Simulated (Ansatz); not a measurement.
Consider MnO2 (Pyrolusite).

Symmetry: P4_2/mnm, No. 136, tetragonal system. The conventional cell has a = 4.398 Å, b = 4.398 Å, c = 2.873 Å, α = 90.00°, β = 90.00°, γ = 90.00°. Nearest to Mn lie 6 O at 1.88 to 1.90 Å. Nearest to O lie 3 Mn at 1.88 to 1.90 Å. Farther neighbours and most contacts between anions are not listed.

```cif
data_structure
_symmetry_space_group_name_H-M 'P 1'
_symmetry_Int_Tables_number 1
_cell_length_a 4.3983
_cell_length_b 4.3983
_cell_length_c 2.8730
_cell_angle_alpha 90.000
_cell_angle_beta 90.000
_cell_angle_gamma 90.000
_cell_volume 55.58
loop_
_atom_site_label
_atom_site_type_symbol
_atom_site_fract_x
_atom_site_fract_y
_atom_site_fract_z
_atom_site_occupancy
Mn1 Mn 0.00000 0.00000 0.00000 1
Mn2 Mn 0.50000 0.50000 0.50000 1
O3 O 0.30515 0.30515 0.00000 1
O4 O 0.19485 0.80515 0.50000 1
O5 O 0.69485 0.69485 0.00000 1
O6 O 0.80515 0.19485 0.50000 1
```

The cell and positions come from the Crystallography Open Database and are kept as given unless a step says otherwise. The program's search for lower electronic states was switched off, so nothing shows that the state found is the lowest. PAW set soft_2, made with PBE.

A constrained-RPA run (Ansatz 0.2.0; non-magnetic LDA; Mn d, bands v3 to c7, 4×4×6 mesh, medium accuracy) builds 10 functions on bands 5.4 eV wide, with 6.0 electrons in the window. The bare on-site interaction is 17.6 eV and the bare J 0.56 eV.

Question: Estimate U, U′ and J.

On the Mn d shell, U = 3.10 eV (18 % of the bare value), U′ = 2.22 eV, J = 0.42 eV.

The parent state is non-magnetic and the interaction static (zero frequency); U depends on the window and the orbitals, so it belongs to this model alone.

[Paths, hosts, dates, memory and timing lines, banners, echoed tables and standing remarks are left out of the program output.]

[Logs are printed without paths, hosts, clocks, repeated set-up lines and the standing remarks that a program may print on its own settings, such as how far it seeks lower states.]

[Runs of the session that timed out or met a known fault of the program may be left out.]

[Hosts, paths, dates, database ids (printed as entryN), source tags and the programs' standing remarks are cut or masked in the printed files.]
